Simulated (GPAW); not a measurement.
# Optical response of AlN

Wanted: where AlN starts to absorb, how strongly, and its refractive index. The cell comes from an older database entry, whose edges can differ from later determinations, mostly by under a per cent.

Main program and level: GPAW 26.7.0; DFT, LDA, plane-wave PAW (GPAW data sets), scalar-relativistic, RPA, optical limit.

The database entry behind the starting cell differs from later determinations by our own check (inner coordinate u about 0.002 short), so it need not match the best structure at ambient conditions.

### Step 1. Set-up

The structure is hexagonal, space group P6_3mc (No. 186). The conventional cell has a = 3.113 Å, b = 3.113 Å, c = 4.981 Å, α = 90.00°, β = 90.00°, γ = 120.00°. Nearest to Al lie 4 N at 1.89 Å. Nearest to N lie 4 Al at 1.89 Å. Farther neighbours and most contacts between anions are not listed.

As a file:

```
Al N
1.0
     3.11300    0.00000    0.00000
    -1.55650    2.69594    0.00000
     0.00000    0.00000    4.98100
Al N
2 2
Direct
  0.66667 0.33333 0.50000
  0.33333 0.66667 0.00000
  0.66667 0.33333 0.88000
  0.33333 0.66667 0.38000
```

### Step 2. Ground state

First the ground state: is it a metal or has it a gap?

This step: DFT, LDA, plane-wave PAW (GPAW data sets), scalar-relativistic, ground state (GPAW 26.7.0).

gs.py

```python
from ase import Atoms
from ase.dft.bandgap import bandgap
from gpaw import GPAW, PW, FermiDirac

atoms = Atoms(['Al', 'Al', 'N', 'N'],
              cell=[[3.113000000000, 0.000000000000, 0.000000000000],
                    [-1.556500000000, 2.695937082000, 0.000000000000],
                    [0.000000000000, 0.000000000000, 4.981000000000]],
              scaled_positions=[[0.666666666700, 0.333333333300, 0.500000000000],
                                [0.333333333300, 0.666666666700, 0.000000000000],
                                [0.666666666700, 0.333333333300, 0.880000000000],
                                [0.333333333300, 0.666666666700, 0.380000000000]],
              pbc=[True, True, True])
atoms.calc = GPAW(mode=PW(500), xc='LDA', kpts={'size': (9, 9, 5), 'gamma': True},
                  occupations=FermiDirac(0.05), maxiter=150, txt='gs.txt')
print('energy (eV)', atoms.get_potential_energy())
print('Fermi level (eV)', atoms.calc.get_fermi_level())
print('valence electrons', atoms.calc.get_number_of_electrons())
print('gap (eV)', bandgap(atoms.calc, output=None)[0])
print('direct gap (eV)', bandgap(atoms.calc, direct=True, output=None)[0])
atoms.calc.write('gs.gpw')
```

On the command line:

```console
OMP_NUM_THREADS=1 python gs.py
```

Numbers of over 12 decimals in the logs are rounded to 6 here.

The program printed:

```text
__  _  _
 | _ |_)|_||  |
 |__||  | ||/\| - 26.7.0

Versions:
  Python: 3.12.14
  ASE:    3.29.0
  Numpy:  2.5.5
  Scipy:  1.18.1
  Libxc:  7.0.0

Input parameters:
  mode=PW(ecut=500.0),
  kpts=MonkhorstPack(size=(9, 9, 5), gamma=True),
  maxiter=150,
  occupations=Occupations(name='fermi-dirac', width=0.05, fixmagmom=False),
  xc=XC(name='LDA')

Diagonalizing LCAO Hamiltonian
Converting LCAO to pw mode

           N

           Al
        N

        Al

Atoms  # Å, Bohr magnetons
|   | symbol |         x |        y |        z |    initial magnetic moments |
| 0 |     Al |  1.556500 | 0.898646 | 2.490500 | ( 0.0000,  0.0000,  0.0000) |
| 1 |     Al | -0.000000 | 1.797291 | 0.000000 | ( 0.0000,  0.0000,  0.0000) |
| 2 |      N |  1.556500 | 0.898646 | 4.383280 | ( 0.0000,  0.0000,  0.0000) |
| 3 |      N | -0.000000 | 1.797291 | 1.892780 | ( 0.0000,  0.0000,  0.0000) |

Unit cell  # Å
| periodic |         x |        y |        z |  lengths |     angles |
|      yes |  3.113000 | 0.000000 | 0.000000 | 3.113000 |  90.000000 |
|      yes | -1.556500 | 2.695937 | 0.000000 | 3.113000 |  90.000000 |
|      yes |  0.000000 | 0.000000 | 4.981000 | 4.981000 | 120.000000 |

Number of symmetries: 6
Symmetry operations  # r_c * U_cc + t_c -> r_c
|   | kind |            matrix            |
| 0 |  σ   |  1, 1, 0,  0,-1, 0,  0, 0, 1 |
| 1 |  E   |  1, 0, 0,  0, 1, 0,  0, 0, 1 |
| 2 |  C3  |  0, 1, 0, -1,-1, 0,  0, 0, 1 |
| 3 |  σ   |  0,-1, 0, -1, 0, 0,  0, 0, 1 |
| 4 |  σ   | -1, 0, 0,  1, 1, 0,  0, 0, 1 |
| 5 |  C3  | -1,-1, 0,  1, 0, 0,  0, 0, 1 |

BZ-sampling:
  Number of BZ points: 405
  Number of IBZ points: 50

  Monkhorst-Pack size: [9, 9, 5]
  Monkhorst-Pack shift: [0, 0, 0]

K-points  # in reciprocal-cell coordinates
|     |                                coordinates |     weight |
|   0 | (  0.00000000,   0.00000000,   0.00000000) | 0.00246914 |
|   1 | (  0.00000000,   0.00000000,   0.20000000) | 0.00493827 |
|   2 | (  0.00000000,   0.00000000,   0.40000000) | 0.00493827 |
|   3 | (  0.11111111,   0.00000000,  -0.40000000) | 0.01481481 |
|   4 | (  0.11111111,   0.00000000,  -0.20000000) | 0.01481481 |
|   5 | (  0.11111111,   0.00000000,   0.00000000) | 0.01481481 |
|   6 | (  0.11111111,   0.00000000,   0.20000000) | 0.01481481 |
|   7 | (  0.11111111,   0.00000000,   0.40000000) | 0.01481481 |
|   8 | (  0.22222222,  -0.11111111,   0.00000000) | 0.01481481 |
|   9 | (  0.22222222,  -0.11111111,   0.20000000) | 0.02962963 |
| ... |                                            |            |
|  49 | (  0.44444444,   0.44444444,   0.40000000) | 0.02962963 |

Plane wave coefficients: 1087
Cutoff: 500.0 eV

Spin-components: 1 (collinear spins)
Bands:           14
Projectors:      20
Spin-degeneracy: 2
Datatype:        complex128

Parallelization:
  kpt:    1
  domain: 1
  band:   1

Density:
  Valence electrons: 16.0
  Components: 1
  Grid points: [18 18 27]
  Charge: 0.0  # |e|

Potential:
  Grid points: [18 18 27]

species:
  Al:
    name:    Aluminium
    id:
    Z:       13.0
    valence: 3
    core:    10
    charge:  0.0  # [|e|]
    compensation charges:
      type: gauss
      rc: 0.34  # [Å]
      lmax: 2
    cutoffs:
      filter: 1.91  # [Å]
      core: 2.36  # [Å]
    projectors
    | kind |    occ | energy [eV] | rcut [Å] |
    |   3s |  2.000 |      -7.830 |    1.085 |
    |   3p |  1.000 |      -2.783 |    1.085 |
    |    s |        |      19.382 |    1.085 |
    |    p |        |      24.428 |    1.085 |
    |    d |        |       0.000 |    1.085 |

    Using partial waves for Al as LCAO basis

  N:
    name:    Nitrogen
    id:
    Z:       7.0
    valence: 5
    core:    2
    charge:  0.0  # [|e|]
    compensation charges:
      type: gauss
      rc: 0.18  # [Å]
      lmax: 2
    cutoffs:
      filter: 1.11  # [Å]
      core: 0.96  # [Å]
    projectors
    | kind |    occ | energy [eV] | rcut [Å] |
    |   2s |  2.000 |     -18.420 |    0.603 |
    |   2p |  3.000 |      -7.237 |    0.529 |
    |    s |        |       8.791 |    0.603 |
    |    p |        |      19.974 |    0.529 |
    |    d |        |       0.000 |    0.577 |

    Using partial waves for N as LCAO basis

Reference energy: -16098.591502  # eV

eigensolver:
  PPCG
  Converge bands: occupied
  niter=2

density mixing:
  MSR1-Mixer
  Pratt-step length: 0.05
  Maximum mixing coefficient: 0.75
  Old densities: 10
  SVD Regularization: 0.005
  Good broyden scale: 1.0
  Trust region scale: 1.0
  Backstep threshold: 4.0
  History deletion threshold: 6.0
  Fourier metric: weight=20.0, sigma=0.015

occupation numbers:
  Fermi-Dirac:
    width: 0.0500  # eV

poisson solver:
  ecut: 4000.0  # eV

xc functional:
  name: None

convergence criteria:
- Maximum [total energy] change in last 3 cyles: 0.0005 eV / valence electron
- Maximum integral of absolute [dens]ity change: 0.0001 electrons / valence electron
- Maximum integral of absolute [eigenst]ate change: 4e-08 eV^2 / valence electron
maximum number of iterations: 150

SCF iterations
|iter     |      energy | eigst |  dens |
|iter:   1||  -35.440757 | -0.25 |       |
|iter:   2||  -34.488890 | -1.83 | -0.56 |
|iter:   3||  -31.618833 | -0.54 | -0.61 |
|iter:   4||  -31.590962 | -2.76 | -1.25 |
|iter:   5||  -31.586296 | -3.51 | -1.59 |
|iter:   6||  -31.586385c| -5.42 | -2.73 |
|iter:   7||  -31.586398c| -6.66 | -3.15 |
|iter:   8||  -31.586398c| -7.57c| -4.43c|

Converged in 8 steps
SCF loop duration: 10.038 s (1.255 s/step)
Energy contributions relative to reference atoms: (reference = -16098.591502)

Energy contributions:
  Kinetic:          27.424560
  Coulomb:         -22.004686
  Zero:             -0.142741
  External:          0.000000
  Xc:              -36.863531
  Entropy:          -0.000000
  Spinorbit:         0.000000
  ----------------------------
  Free energy:     -31.586398
  Extrapolated:    -31.586398

dipole moment: (-0.000008, 0.000004, -6.825044)  # |e|*Ang

Fermi level: 6.782
Eigenvalues  # (at kpt = [0.000, 0.000, 0.000])
| band index |      eig [eV] | occ [0-2] |
|          0 |        -9.238 |     2.000 |
|          1 |        -7.040 |     2.000 |
|          2 |        -0.178 |     2.000 |
|          3 |         5.012 |     2.000 |
|          4 |         5.012 |     2.000 |
|          5 |         5.690 |     2.000 |
|          6 |         5.690 |     2.000 |
|          7 |         5.873 |     2.000 |
|          8 |        10.052 |     0.000 |
|          9 |        12.387 |     0.000 |
|         10 |        16.406 |     0.000 |
|         11 |        16.829 |     0.000 |
|         12 |        16.829 |     0.000 |
|         13 |        18.793 |     0.000 |

Gap: 4.179 eV
Transition (v -> c):
  (s=0, k=0, n=7, [0.00, 0.00, 0.00]) -> (s=0, k=0, n=8, [0.00, 0.00, 0.00])
No difference between direct/indirect transitions

--- standard output ---
energy (eV) -31.586398
Fermi level (eV) 6.782405
valence electrons 16.0
gap (eV) 4.179112
direct gap (eV) 4.179112
```

Run time: 12 s. Hardware: 1 thread of Arm Neoverse V2, shared host; peak memory 0.15 GiB.

Numbers from this step:

| Item | Value |
| --- | --- |
| energy | -31.59 eV |
| Fermi energy | 6.782 eV |
| gap on the k-mesh | 4.179 eV |
| direct gap on the mesh | 4.179 eV |
| electrons | 16 |

There is a gap, 4.18 eV on this mesh (points off the mesh can give less), so no carriers' term is needed.

### Step 3. Bands for the response

The response needs many more empty bands than the density does.

This step: DFT, LDA, plane-wave PAW (GPAW data sets), scalar-relativistic, bands at fixed density (GPAW 26.7.0).

nscf.py

```python
from ase.dft.bandgap import bandgap
from gpaw import GPAW, FermiDirac

calc = GPAW('gs.gpw').fixed_density(kpts={'size': (12, 12, 6), 'gamma': True}, nbands=36, convergence={'bands': 30},
                                    occupations=FermiDirac(0.001), txt='nscf.txt')
print('gap (eV)', bandgap(calc, output=None)[0])
print('direct gap (eV)', bandgap(calc, direct=True, output=None)[0])
print('top band over the Fermi level (eV)', min(calc.get_eigenvalues(kpt=k)[29] for k in range(len(calc.get_ibz_k_points()))) - calc.get_fermi_level())
calc.write('full.gpw', mode='all')
```

On the command line:

```console
OMP_NUM_THREADS=1 python nscf.py
```

The program printed:

```text
Diagonalizing LCAO Hamiltonian
Converting LCAO to pw mode
convergence criteria:
- Maximum integral of absolute [eigenst]ate change: 4e-08 eV^2 / valence electron
maximum number of iterations: 150

SCF iterations
|iter     |      energy | eigst |  dens |
|iter:   1||             | +3.05 |       |
|iter:   2||             | +1.46 |       |
|iter:   3||             | +0.11 |       |
|iter:   4||             | -0.88 |       |
|iter:   5||             | -2.13 |       |
|iter:   6||             | -3.18 |       |
|iter:   7||             | -4.28 |       |
|iter:   8||             | -5.32 |       |
|iter:   9||             | -6.30 |       |
|iter:  10||             | -7.00 |       |
|iter:  11||             | -7.55c|       |
SCF steps: 11
  __  _  _
 | _ |_)|_||  |
 |__||  | ||/\| - 26.7.0

Versions:
  Python: 3.12.14
  ASE:    3.29.0
  Numpy:  2.5.5
  Scipy:  1.18.1
  Libxc:  7.0.0

Input parameters:
  mode=PW(ecut=500.0),
  convergence={'bands': 30},
  gpts=array([18, 18, 27]),
  kpts=MonkhorstPack(size=(12, 12, 6), gamma=True),
  maxiter=150,
  nbands=36,
  occupations=Occupations(name='fermi-dirac', width=0.001, fixmagmom=False),
  parallel={},
  xc=XC(name='LDA')

--- standard output ---
gap (eV) 4.179112
direct gap (eV) 4.179112
top band over the Fermi level (eV) 27.403787
```

It took 74 s on 1 thread; peak memory 0.23 GiB.

### Step 4. Dielectric function, RPA

Local fields let the induced charge screen the field inside the cell, which as a rule lowers ε, most along directions where the density is uneven.

This step: DFT, LDA, plane-wave PAW (GPAW data sets), scalar-relativistic, RPA, optical limit (GPAW 26.7.0).

df.py

```python
from gpaw.response.df import DielectricFunction

df = DielectricFunction('full.gpw', frequencies={'type': 'nonlinear', 'domega0': 0.03, 'omega2': 8},
                        ecut=50,
                        eta=0.15,
                        nbands=30,
                        txt='df.txt')
for direction in ['x', 'z']:
    df.get_dielectric_function(xc='RPA', direction=direction, filename=f'df_{direction}.csv')
```

On the command line:

```console
OMP_NUM_THREADS=1 python df.py
```

The program printed:

```text
Using integrator: PointIntegrator
NonLinearFrequencyDescriptor(from 0.000 to 47.253 eV, 458 points)
Nonperiodic BCs:  [False False False]
Using integrator: PointIntegrator
NonLinearFrequencyDescriptor(from 0.000 to 47.253 eV, 458 points)
Nonperiodic BCs:  [False False False]

Calculating chi0 body with:
    Ground state adapter containing:
    Number of spins: 1
    Number of kpoints: 864
    Number of irreducible kpoints: 100
    Number of completely occupied states: 8
    Number of partially occupied states: 8

    Linear response parametrization:
    q_c: [0.0, 0.0, 0.0]
    Number of frequency points: 458
    Planewave cutoff: 50.0
    Number of bands: 30
    Number of planewaves: 35
    Broadening (eta): 0.15

Integrating chi0 body.

Symmetries of q_c:
    Direct symmetries (Uq -> q): 6
    Indirect symmetries (TUq -> q): 6
In total 12 allowed symmetries.

100 groups of equivalent kpoints. 88.425926% reduction.

Integral kind: spectral function

Calculating chi0 optical extensions with:
    Ground state adapter containing:
    Number of spins: 1
    Number of kpoints: 864
    Number of irreducible kpoints: 100
    Number of completely occupied states: 8
    Number of partially occupied states: 8

    Linear response parametrization:
    Number of frequency points: 458
    Planewave cutoff: 50.0
    Number of bands: 30
    Number of planewaves: 35
    Broadening (eta): 0.15
Integrating chi0 head and wings.

Symmetries of q_c:
    Direct symmetries (Uq -> q): 6
    Indirect symmetries (TUq -> q): 6
In total 12 allowed symmetries.

100 groups of equivalent kpoints. 88.425926% reduction.

Integral kind: spectral function wings
```

Run time: 9.6 s. Hardware: 1 thread; peak memory 0.22 GiB.

This step gave:

- electronic dielectric constant ε∞, mean over x, y and z (by symmetry where fewer were run): 4.421
- main peak of Im epsilon, first axis: 7.801 eV

The Im ε has structure finer than the step of the table below, so its rows give means over 0.5 eV, whole bins alone (the curve runs from 0 to 14.0 eV). Peaks (eV: height): E ∥ x 7.79: 8.49, 8.45: 6.94, 12.42: 4.64; E ∥ z 6.82: 9.01, 9.35: 5.95, 12.10: 4.93.

Values under the direct gap are tails of Lorentzian lines. The Im ε by photon energy; means over each step:

| photon energy (eV) | E ∥ x | E ∥ z |
| --- | --- | --- |
| 0.5 | 0.00723 | 0.00836 |
| 1.0 | 0.0149 | 0.0173 |
| 1.5 | 0.0236 | 0.0274 |
| 2.0 | 0.0339 | 0.0398 |
| 2.5 | 0.0472 | 0.0562 |
| 3.0 | 0.0661 | 0.0802 |
| 3.5 | 0.0971 | 0.124 |
| 4.0 | 0.183 | 0.295 |
| 4.5 | 0.473 | 0.773 |
| 5.0 | 1.07 | 0.940 |
| 5.5 | 1.41 | 1.98 |
| 6.0 | 2.81 | 4.41 |
| 6.5 | 4.71 | 7.64 |
| 7.0 | 6.22 | 8.47 |
| 7.5 | 7.50 | 6.84 |
| 8.0 | 7.18 | 4.83 |
| 8.5 | 6.28 | 3.67 |
| 9.0 | 4.57 | 3.99 |
| 9.5 | 4.01 | 5.37 |
| 10.0 | 3.79 | 4.67 |
| 10.5 | 3.92 | 4.00 |
| 11.0 | 3.72 | 3.14 |
| 11.5 | 3.87 | 4.15 |
| 12.0 | 4.10 | 4.78 |
| 12.5 | 4.36 | 4.11 |
| 13.0 | 4.12 | 4.05 |
| 13.5 | 3.49 | 3.05 |

Re ε against photon energy:

| photon energy (eV) | E ∥ x | E ∥ z |
| --- | --- | --- |
| 0.0 | 4.35 | 4.56 |
| 0.5 | 4.37 | 4.57 |
| 1.0 | 4.40 | 4.61 |
| 1.5 | 4.47 | 4.69 |
| 2.0 | 4.56 | 4.80 |
| 2.5 | 4.69 | 4.95 |
| 3.0 | 4.88 | 5.17 |
| 3.5 | 5.14 | 5.50 |
| 4.0 | 5.55 | 6.02 |
| 4.5 | 6.03 | 6.69 |
| 5.0 | 6.48 | 7.14 |
| 5.5 | 6.88 | 7.97 |
| 6.0 | 7.57 | 8.57 |
| 6.5 | 8.19 | 8.26 |
| 7.0 | 6.31 | 3.35 |
| 7.5 | 5.30 | 1.64 |
| 8.0 | 1.27 | 0.252 |
| 8.5 | 0.981 | 1.51 |
| 9.0 | 0.228 | 2.93 |
| 9.5 | 0.920 | 1.28 |
| 10.0 | 1.08 | 0.914 |
| 10.5 | 1.53 | 0.322 |
| 11.0 | 0.649 | 0.869 |
| 11.5 | 1.11 | 1.63 |
| 12.0 | 0.925 | 0.551 |
| 12.5 | -0.102 | -0.725 |
| 13.0 | -0.484 | -0.598 |
| 13.5 | -0.719 | -1.25 |

Refractive index n and extinction k against photon energy:

| photon energy (eV) | n, E ∥ x | k, E ∥ x | n, E ∥ z | k, E ∥ z |
| --- | --- | --- | --- | --- |
| 0 | 2.09 | 0 | 2.13 | 0 |
| 1 | 2.10 | 0.00354 | 2.15 | 0.00401 |
| 2 | 2.14 | 0.00791 | 2.19 | 0.00906 |
| 3 | 2.21 | 0.0148 | 2.27 | 0.0175 |
| 4 | 2.36 | 0.0357 | 2.46 | 0.0553 |
| 5 | 2.55 | 0.182 | 2.68 | 0.141 |
| 6 | 2.81 | 0.549 | 3.04 | 0.832 |
| 7 | 2.76 | 1.14 | 2.51 | 1.72 |
| 8 | 2.06 | 1.73 | 1.61 | 1.53 |
| 9 | 1.53 | 1.45 | 1.94 | 0.923 |
| 10 | 1.58 | 1.19 | 1.66 | 1.35 |
| 11 | 1.46 | 1.22 | 1.41 | 1.06 |
| 12 | 1.59 | 1.26 | 1.64 | 1.47 |
| 13 | 1.40 | 1.56 | 1.39 | 1.59 |

The reflectivity at normal incidence has structure finer than the step of the table below, so its rows give means over 0.5 eV, whole bins alone (the curve runs from 0 to 14.0 eV). Peaks (eV: height): E ∥ x 7.91: 34.8, 8.58: 33.7, 10.81: 25.5, 13.17: 34.0, 13.77: 33.9; E ∥ z 6.93: 34.4, 9.35: 28.3, 10.31: 28.4, 12.50: 32.8, 13.25: 38.0.

Reflectivity at normal incidence against photon energy; means over each step:

| photon energy (eV) | E ∥ x (%) | E ∥ z (%) |
| --- | --- | --- |
| 0.5 | 12.4 | 13.1 |
| 1.0 | 12.6 | 13.3 |
| 1.5 | 12.8 | 13.5 |
| 2.0 | 13.1 | 13.9 |
| 2.5 | 13.6 | 14.4 |
| 3.0 | 14.2 | 15.2 |
| 3.5 | 15.1 | 16.2 |
| 4.0 | 16.4 | 17.7 |
| 4.5 | 18.0 | 19.3 |
| 5.0 | 19.5 | 21.0 |
| 5.5 | 20.8 | 24.0 |
| 6.0 | 24.0 | 28.0 |
| 6.5 | 27.2 | 32.6 |
| 7.0 | 28.3 | 33.9 |
| 7.5 | 31.0 | 32.1 |
| 8.0 | 32.2 | 27.7 |
| 8.5 | 31.5 | 19.9 |
| 9.0 | 27.5 | 19.9 |
| 9.5 | 23.3 | 27.3 |
| 10.0 | 21.9 | 26.3 |
| 10.5 | 21.7 | 26.2 |
| 11.0 | 22.6 | 19.5 |
| 11.5 | 22.2 | 22.2 |
| 12.0 | 23.9 | 28.4 |
| 12.5 | 28.6 | 31.3 |
| 13.0 | 31.2 | 32.8 |
| 13.5 | 32.3 | 36.2 |

The Im ε, E ∥ x has structure finer than the step of the table below, so its rows give means over 0.5 eV, whole bins alone (the curve runs from 0 to 14.0 eV). Peaks (eV: height): without local fields 7.79: 9.35, 8.45: 7.76, 10.66: 6.41; with local fields 7.79: 8.49, 8.45: 6.94, 12.42: 4.64.

Values under the direct gap are tails of Lorentzian lines. Im ε, E ∥ x against photon energy; means over each step:

| photon energy (eV) | without local fields | with local fields |
| --- | --- | --- |
| 0.5 | 0.00784 | 0.00723 |
| 1.0 | 0.0161 | 0.0149 |
| 1.5 | 0.0255 | 0.0236 |
| 2.0 | 0.0366 | 0.0339 |
| 2.5 | 0.0508 | 0.0472 |
| 3.0 | 0.0705 | 0.0661 |
| 3.5 | 0.102 | 0.0971 |
| 4.0 | 0.187 | 0.183 |
| 4.5 | 0.466 | 0.473 |
| 5.0 | 1.03 | 1.07 |
| 5.5 | 1.38 | 1.41 |
| 6.0 | 2.85 | 2.81 |
| 6.5 | 5.02 | 4.71 |
| 7.0 | 6.90 | 6.22 |
| 7.5 | 8.43 | 7.50 |
| 8.0 | 7.86 | 7.18 |
| 8.5 | 6.96 | 6.28 |
| 9.0 | 4.94 | 4.57 |
| 9.5 | 4.64 | 4.01 |
| 10.0 | 4.77 | 3.79 |
| 10.5 | 5.60 | 3.92 |
| 11.0 | 5.13 | 3.72 |
| 11.5 | 5.29 | 3.87 |
| 12.0 | 5.34 | 4.10 |
| 12.5 | 4.89 | 4.36 |
| 13.0 | 4.15 | 4.12 |
| 13.5 | 3.24 | 3.49 |

At chosen wavelengths:

| wavelength (nm) | n x | k x | R (%) x | 1/α x | n z | k z | R (%) z | 1/α z |
| --- | --- | --- | --- | --- | --- | --- | --- | --- |
| 1550 | 2.09 | 0.003 | 12.5 | 44 µm | 2.14 | 0.003 | 13.2 | 39 µm |
| 1064 | 2.10 | 0.004 | 12.6 | 20 µm | 2.15 | 0.005 | 13.4 | 18 µm |
| 800 | 2.12 | 0.006 | 12.8 | 11 µm | 2.17 | 0.007 | 13.6 | 9.7 µm |
| 450 | 2.19 | 0.013 | 13.9 | 2.8 µm | 2.25 | 0.015 | 14.8 | 2.4 µm |
| 405 | 2.22 | 0.015 | 14.3 | 2.1 µm | 2.28 | 0.018 | 15.3 | 1.8 µm |
| 308 | 2.36 | 0.037 | 16.4 | 660 nm | 2.46 | 0.059 | 17.9 | 413 nm |
| 248 | 2.55 | 0.182 | 19.3 | 109 nm | 2.68 | 0.141 | 20.9 | 140 nm |

Below the direct gap, k and the depth come from the tails of the Lorentzian lines, not from transitions.

Rows near the edge hang on the gap, which this functional as a rule makes too small, and phonon-assisted absorption is left out.

At 1064 nm the birefringence n(z) − n(x) is +0.050: the crystal is uniaxial positive at this level.

### Step 5. Outcome

```yaml
electronic_dielectric_constant_eps_infinity_mean_over_x_y_and_z_by_symmetry_where_fewer_were_run_rpa: 4.42
main_peak_of_im_epsilon_first_axis: 7.80 eV
```

At this level (LDA, RPA) AlN has a mean ε∞ = 4.42 and n = 2.09 at 1550 nm (E ∥ x), and Im ε peaks at 7.8 eV (E ∥ x). On the mesh the gap is 4.18 eV and the least direct gap 4.18 eV. Local fields change the static value along x from 4.64 to 4.35 (-6 %). Distinct maxima of Im ε, read by a parabola through the highest points, lie at 7.80 eV (8.5), 8.46 eV (6.9), 10.72 eV (4.4) and 12.39 eV (4.7) for E ∥ x. The static values by axis are 4.35 (x), 4.56 (z). At 1064 nm the birefringence n(z) − n(x) is +0.050: the crystal is uniaxial positive at this level. Excitons and phonon-assisted transitions are missing; LDA gaps are as a rule too small, which pulls the onset down and ε∞ up. The sum runs over mesh points, so small or evenly spaced maxima can still be ripples of the mesh.

[Machine, clock and banner lines and Python warnings are left out of the logs.]

[Logs are printed without paths, hosts, clocks, repeated set-up lines and the standing remarks that a program may print on its own settings, such as how far it seeks lower states.]

[Hosts, paths, dates, database ids (printed as entryN), source tags and the programs' standing remarks are cut or masked in the printed files.]
